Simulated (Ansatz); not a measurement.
The crystal is Ga2O3 (R-3c).

```
Ga O
1.0
     2.49870    1.44262    4.48355
    -2.49870    1.44262    4.48355
     0.00000   -2.88525    4.48355
Ga O
4 6
Cartesian
  0.0000 0.0000 11.5082
  0.0000 0.0000 8.6678
  0.0000 0.0000 1.9425
  0.0000 0.0000 4.7829
  0.7575 1.5732 5.6044
  0.9837 -1.4426 5.6044
  -1.7412 -0.1306 5.6044
  -0.7575 -1.5732 7.8462
  1.7412 0.1306 7.8462
  -0.9837 1.4426 7.8462
```

The cell and positions are those that the Materials Project relaxed with its own functionals (PBE, PBE+U or r2SCAN), kept fixed. This is not the form that Ga2O3 usually takes at ambient conditions. PAW set soft_2, made with PBE.

Gaps computed with Ansatz 0.2.0 without a self-energy: LDA 2.71 eV, PBE 2.79 eV, PBE+SOC 2.79 eV, HSE06 4.55 eV, PBE0 5.26 eV and DDH-PBE0 5.05 eV.

Q: What gap should G0W0 on PBE give (4×4×4 mesh, 445 empty bands, screening to 160 eV, default PAW files)?

About 4.51 eV: on its mesh the run moves the gap from 2.83 eV by +1.72 eV, and the mesh misses the edges by 0.04 eV. Among the scalar-relativistic levels given, HSE06 is nearest (+0.04 eV). Bands and cutoff are finite, so the gap is not at the basis limit. The miss can reach some tenths of an eV and take either sign; the mesh is an error of its own. The many-body steps are scalar-relativistic: spin-orbit coupling is not in them.

[Paths, hosts, dates, memory and timing lines, banners, echoed tables and standing remarks are left out of the program output.]

[Logs are printed without paths, hosts, clocks, repeated set-up lines and the standing remarks that a program may print on its own settings, such as how far it seeks lower states.]

[Runs of the session that timed out or met a known fault of the program may be left out.]

[Cells called generated may have been cut or substituted from an entry of the Crystallography Open Database or the Materials Project.]

[Hosts, paths, dates, database ids (printed as entryN), source tags and the programs' standing remarks are cut or masked in the printed files.]
